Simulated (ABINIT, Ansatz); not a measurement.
An input for ABINIT 10.8.3 (H6PbCBr3N (Pm)):

```
acell 3*1.0 Angstrom
rprim 
  6.038531000000 -0.000000000000 -0.000000000000
  -0.000000000000 6.059680000000 0.000000000000
  -0.007679000000 0.000000000000 6.128174000000
ntypat 5
znucl 1 82 6 35 7
natom 12
typat 1 1 1 1 1 1 2 3 4 4 4 5
xred 
  0.218258000000 0.862101000000 0.968190000000
  0.177786000000 -0.000000000000 0.198636000000
  0.825095000000 0.851944000000 0.061619000000
  0.869341000000 -0.000000000000 0.811715000000
  0.825095000000 0.148056000000 0.061619000000
  0.218258000000 0.137899000000 0.968190000000
  0.475266000000 0.500000000000 0.477994000000
  0.897311000000 -0.000000000000 0.988520000000
  0.430028000000 0.500000000000 0.972748000000
  0.434852000000 -0.000000000000 0.512708000000
  0.966538000000 0.500000000000 0.440736000000
  0.140606000000 -0.000000000000 0.032465000000
pp_dirpath "pseudos"
pseudos "H.upf, Pb.upf, C.upf, Br.upf, N.upf"
ecut 37
ngkpt 2 2 2
nshiftk 1
shiftk 0 0 0
kptopt 1
chksymbreak 0
istwfk *1
occopt 1
irdwfk 1
optdriver 4
nband 553
gwcalctyp 0
ecutsigx 37
symsigma 1
nkptgw 2
kptgw 
  0.5000000000 0.5000000000 0.5000000000
  0.0000000000 0.0000000000 0.0000000000
bdgw 
  43 46
  43 46
ecuteps 6.5
irdscr 1
ppmodel 1
indata_prefix "in"
outdata_prefix "out"
tmpdata_prefix "tmp"
```

```sh
OMP_NUM_THREADS=1 mpirun -n 16 abinit run.abi > log
```

Q: How long will it take on 16 MPI ranks of Intel Xeon 6975P-C (Granite Rapids), shared host, and how much memory?

It took 3.9 min; on shared hardware allow 2 min to 7.9 min. Peak host memory was 21 GiB.

[Paths, hosts, dates, memory and timing lines, banners, echoed tables and standing remarks are left out of the program output.]

[Logs are printed without paths, hosts, clocks, repeated set-up lines and the standing remarks that a program may print on its own settings, such as how far it seeks lower states.]

[Runs of the session that timed out or met a known fault of the program may be left out.]

[Hosts, paths, dates, database ids (printed as entryN), source tags and the programs' standing remarks are cut or masked in the printed files.]

[G0W0 gaps are taken among the corrected bands and points alone; a level outside them can change the order at an edge.]

[Where Ansatz stands beside ABINIT at settings called matched, ABINIT's density can come from a denser mesh and the files from another edition; pairs whose starting gaps differed by over 0.03 eV were left out, so agreement reads better than it is.]
